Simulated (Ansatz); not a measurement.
# TiO2 (I4/m): how G0W0 depends on its starting point, part 2 of 2

One-shot GW is not self-consistent; how far does the start matter for TiO2 (I4/m)?

Ansatz 0.2.0; G0W0 on several functionals, plane waves, PAW. Known limits of the many-body steps: not at the basis limit.

So far. Step 2 (G0W0 on LDA): The gap on the mesh goes from 1.53 eV to 3.21 eV, a correction of +1.69 eV. Between the two edge states, bare exchange in place of the xc potential would open the gap by 12.44 eV, and correlation takes back 10.75 eV.

In doubt: masses and optical values from hybrid runs of this build are listed as unsure (step 4), which bears on the screening that GW takes from such a start.

## (3) G0W0 on r2SCAN

One-shot GW remembers its start. Another functional's orbitals and levels show by how much.

This step: G0W0 on r2SCAN, plane waves, PAW; PAW set soft_1.

input.yaml reads:

```yaml
crystal:
  lattice:
    - [-4.3507577183, 4.3507577183, 1.8875555959]
    - [4.3507577183, -4.3507577183, 1.8875555959]
    - [4.3507577183, 4.3507577183, -1.8875555959]
  atoms:
    - { symbol: Ti, position: [0.2922817, 0.00285525, 0.29513695] }
    - { symbol: Ti, position: [0.00285525, 0.7077183, 0.71057354] }
    - { symbol: Ti, position: [0.99714475, 0.2922817, 0.28942646] }
    - { symbol: Ti, position: [0.7077183, 0.99714475, 0.70486305] }
    - { symbol: O, position: [0.49886382, 0.15078472, 0.64964854] }
    - { symbol: O, position: [0.16166201, 0.8403974, 0.00205942] }
    - { symbol: O, position: [0.15078471, 0.50113618, 0.65192089] }
    - { symbol: O, position: [0.15960259, 0.16166201, 0.32126461] }
    - { symbol: O, position: [0.8403974, 0.83833799, 0.67873539] }
    - { symbol: O, position: [0.84921528, 0.49886382, 0.34807911] }
    - { symbol: O, position: [0.83833799, 0.15960259, 0.99794058] }
    - { symbol: O, position: [0.50113618, 0.84921529, 0.35035146] }
kpoints:
  mp_grid: { grid: [4, 4, 4] }
hamiltonian:
  xc: r2scan
  pseudopotentials: { kind: paw, azcp: { folder: soft_1 } }
scf:
  occupations: { method: fixed }
gw:
  n_empty_bands: 364
  ecut_chi: 108
  qp_bands: [v4, c4]
  qp_kpoints: band_edges
  screening: { model: contour_deformation }
```

Launch:

```sh
ansatz run input.yaml --threads 3 --pin off --max-ram 92160MiB --backend cuda --events-out ev --progress --plain --runs-dir out --devices 1 --max-vram 13GiB
```

Numbers of over 12 decimals in the logs are rounded to 6 here.

What it wrote:

```text
GPUs: using 1 of 1 available (devices: 1).
[...]
GPU FFT provider: cuFFT
GPU libraries: cuBLAS 13.8.2, cuFFT 12.4.0, cuSOLVER 12.3.4
Crystal: 12 atoms, lattice volume = 142.919 Å³
Basis set: ecut = 500 eV, 3623 PW (Γ), exchange–correlation on 192×192×192 points (64 copies of the dense FFT grid, shifted against one another)
Bands: 60, of which v1, the nominal top of the filled ones, is band 48 counted from 1 (47 counted from 0)
Symmetry: 8 space group operations
[...]
k-points: 14 of 64
[...]
GPU buffer pool allocated for 110592 grid points (all kernels)
[...]
SCF iter   1: F=—  HF=-14584.734755 eV  |F-HF|=—  |Δ(HF+E_count)|=         —  Δρ=6.88e-2  dr2=7.11e0  dr2_τ=1.20e0  ethr=3.10e-3  ⟨swp⟩=4.2  Hψ=2552  notcnv=0  defer=127
[...]
SCF iter  10: F=-14584.775261 eV  HF=-14584.775261 eV  |F-HF|=1.00e-8  |Δ(HF+E_count)|=   2.76e-7  Δρ=4.36e-6  dr2=2.73e-8  dr2_τ=1.51e-9  ethr=1.04e-10  ⟨swp⟩=10.4  Hψ=2962  notcnv=0
SCF 1 converged in 10 iterations: F = -14584.775261 eV  dr2 = 2.73e-8
[...]
NSCF: frozen V_eff on 14 k-points
[...]
G₀W₀ screening: q 1/14
[... further progress lines ...]
[...]
SCF converged after 10 iterations
Free energy (F): -14584.775261 eV
[...]
Internal energy: -14584.775261 eV  (E = F + TS)
E sigma→0 (E₀):  -14584.775261 eV
Fermi energy:    6.392312 eV
[...]
--- Band table (eV; the first three rows and the last of 14) ---
  k-point 0: bands = [... 44 lower, 5.4024, 5.4024, 5.4093, 5.6801, 8.4036, 9.7985, 9.7985, 9.8353, ... 8 higher]
  k-point 1: bands = [... 44 lower, 5.1877, 5.3733, 5.4332, 5.7527, 8.6339, 9.6239, 9.6556, 9.9104, ... 8 higher]
  k-point 2: bands = [... 44 lower, 5.1757, 5.4129, 5.4179, 5.7217, 9.0593, 9.3043, 9.5135, 10.0640, ... 8 higher]
  k-point 13: bands = [... 44 lower, 5.1106, 5.1976, 5.1976, 6.3923, 9.6422, 9.6422, 9.6899, 9.8664, ... 8 higher]
[...]
bands read: the sum over 412 bands ends inside a degenerate multiplet in 1 slot, whose members it reads at an even weight; the widest, k=0: bands 412 to 413 (counted from 1) at 1/2 each
[...]
0    45      5.4024   -25.8940     4.5896   -21.3253  0.7318     5.4233     5.4233  root
     0    46      5.4024   -25.8940     4.5896   -21.3253  0.7318     5.4233     5.4233  root
     0    47      5.4093   -25.8035     4.5383   -21.2850  0.7365     5.4291     5.4292  root
     0    48      5.6801   -25.3414     4.6204   -20.7094  0.7233     5.6685     5.6685  root
     0    49      8.4036   -12.5367    -6.1569   -19.8810  0.7509     9.6137     9.5910  root
     0    50      9.7985   -13.9405    -6.4671   -21.6865  0.7271    11.1116    11.0773  root
     0    51      9.7985   -13.9405    -6.4671   -21.6865  0.7271    11.1116    11.0773  root
     0    52      9.8353   -13.9906    -6.8592   -22.1965  0.7239    11.2212    11.1820  root
[...]
13    49      9.6422   -13.1945    -6.9172   -21.4072  0.7268    10.9735    10.9376  root
    13    50      9.6422   -13.1945    -6.9172   -21.4072  0.7268    10.9735    10.9376  root
    13    51      9.6899   -13.6286    -6.2146   -21.0929  0.7348    10.9702    10.9396  root
    13    52      9.8664   -13.5352    -7.3057   -22.1895  0.7181    11.2575    11.2150  root
```

The job ended after 63 s (1 × NVIDIA H100 80GB HBM3 (shared by 6 runs) with 3 threads of AMD EPYC 7R13 (Zen 3), shared host; peak memory 2.1 GiB; 1.8 min of CPU time).

Numbers from this step:

```
bands summed                                 : 412
RPA ε∞ on this mesh (eigenvalues)            : 5.313, 5.369, 5.369
plane waves in the screening matrix          : 371
q-points in the mesh                         : 64
G0W0 gap on the mesh                         : 3.130 eV
k of the valence top                         : -0.5, -0.5, -0.5
k of the conduction bottom                   : 0, 0, 0
starting gap on the mesh                     : 2.011 eV
Z at the valence top                         : 0.7295
Z at the conduction bottom                   : 0.7509
least direct G0W0 gap on the computed points : 3.922 eV
```

Against the run with 4×4×4 mesh, 364 empty bands, screening to 108 eV, PAW set soft_1 files on LDA, the gap moves by −0.08 eV, while the start moved by +0.49 eV.

## (4) G0W0 on HSE06

This step: G0W0 on HSE06, plane waves, PAW; PAW set soft_1.

Changes to input.yaml since step 3:

```diff
@@ -21,3 +21,3 @@
 hamiltonian:
-  xc: r2scan
+  xc: hse06
   pseudopotentials: { kind: paw, azcp: { folder: soft_1 } }
```

What it wrote:

```text
GPUs: using 1 of 1 available (devices: 1).
[...]
davidson cushion auto → on  (no smearing: the cushion is to keep the highest requested band from converging to the state above it; pin scf.eigensolver.cushion to override)
[...]
GPU FFT provider: cuFFT
GPU libraries: cuBLAS 13.8.2, cuFFT 12.4.0, cuSOLVER 12.3.4
Crystal: 12 atoms, lattice volume = 142.919 Å³
Basis set: ecut = 420 eV, 2795 PW (Γ)
[...]
0    51     10.3526   -13.4049    -6.0346   -20.2768  0.7617    11.1996    11.1898  root
     0    52     10.4161   -13.5413    -6.3782   -20.8066  0.7581    11.3144    11.3031  root
[...]
13    49     10.1894   -13.0841    -5.7805   -19.7011  0.7693    11.0351    11.0260  root
    13    50     10.2273   -12.7311    -6.4157   -19.9714  0.7608    11.0616    11.0519  root
    13    51     10.2273   -12.7311    -6.4157   -19.9714  0.7608    11.0616    11.0519  root
    13    52     10.5020   -13.1351    -6.7604   -20.7500  0.7526    11.3677    11.3565  root
[key lines of the parts left out:]
Free energy (F): -14551.403208 eV
Fermi energy:    5.811285 eV
```

Wall time 95 s (1 × NVIDIA H100 80GB HBM3 (shared by 6 runs) with 3 threads); peak memory 2.6 GiB.

This step gave:

```
bands summed                                 : 412
RPA ε∞ on this mesh (eigenvalues)            : 4.261, 4.450, 4.450
plane waves in the screening matrix          : 371
G0W0 gap on the mesh                         : 3.429 eV
k of the valence top                         : -0.5, -0.5, -0.5
k of the conduction bottom                   : 0, 0, 0
starting gap on the mesh                     : 3.025 eV
least direct G0W0 gap on the computed points : 4.255 eV
```

Against the run with 4×4×4 mesh, 364 empty bands, screening to 108 eV, PAW set soft_1 files on r2SCAN, the gap moves by +0.30 eV, while the start moved by +1.01 eV.

## (5) Side by side

All on the 4×4×4 mesh with 364 empty bands and screening to 108 eV. Times are wall times on 1 × NVIDIA H100 80GB HBM3 (shared by 6 runs) with 3 threads of AMD EPYC 7R13 (Zen 3), shared host, good to a factor of about two.

```
 start  starting gap (eV)  shift (eV)  G0W0 gap (eV)  RPA ε∞ (harmonic mean)  Z (valence, conduction)  time
   LDA               1.53       +1.69           3.21                    6.19               0.72, 0.74  45 s
r2SCAN               2.01       +1.12           3.13                    5.35               0.73, 0.75  63 s
 HSE06               3.02       +0.40           3.43                    4.39               0.76, 0.78  95 s
```

The parts of the quasiparticle energy at the two band edges (eV; QP = start + Σx + Σc − Vxc):

```
   run               edge  start      Σx     Σc     Vxc     Z    QP
   LDA        valence top   6.37  -25.82   4.47  -21.26  0.72  6.29
   LDA  conduction bottom   7.90  -12.62  -6.28  -20.51  0.74  9.50
r2SCAN        valence top   6.39  -25.97   4.46  -21.58  0.73  6.46
r2SCAN  conduction bottom   8.40  -12.54  -6.16  -19.88  0.75  9.59
 HSE06        valence top   5.81  -26.02   4.20  -22.20  0.76  6.19
 HSE06  conduction bottom   8.84  -12.02  -5.75  -18.56  0.78  9.62
```

For a hybrid start, Vxc holds its share of exact exchange.

## (6) What came out

```json
{
  "G0W0@LDA": "3.21 eV (start 1.53 eV)",
  "G0W0@r2SCAN": "3.13 eV (start 2.01 eV)",
  "G0W0@HSE06": "3.43 eV (start 3.02 eV)",
  "known limits": "not at the basis limit"
}
```

The starting gaps span 1.50 eV and the G0W0 gaps 0.30 eV. Between LDA and HSE06, 0.22 eV of the 1.50 eV survives, 14 %. The order is not kept throughout: r2SCAN starts 0.49 eV above LDA and ends 0.08 eV below it, so orbitals matter beside the gap. HSE06 screens less than LDA (ε∞ 4.39 against 6.19). Of the 0.22 eV by which its G0W0 gap is higher, the correlation part gives +0.80 eV, and exchange with the one-particle terms, which follow the orbitals, −0.58 eV. The smallest correction, +0.40 eV, is on HSE06, the start nearest to reproducing itself. Bands and cutoff are finite, so the gap is not at the basis limit. The miss can reach some tenths of an eV and take either sign; the mesh is an error of its own.

[Paths, hosts, dates, memory and timing lines, banners, echoed tables and standing remarks are left out of the program output.]

[Logs are printed without paths, hosts, clocks, repeated set-up lines and the standing remarks that a program may print on its own settings, such as how far it seeks lower states.]

[Runs of the session that timed out or met a known fault of the program may be left out.]

[Cells called generated may have been cut or substituted from an entry of the Crystallography Open Database or the Materials Project.]

[Hosts, paths, dates, database ids (printed as entryN), source tags and the programs' standing remarks are cut or masked in the printed files.]
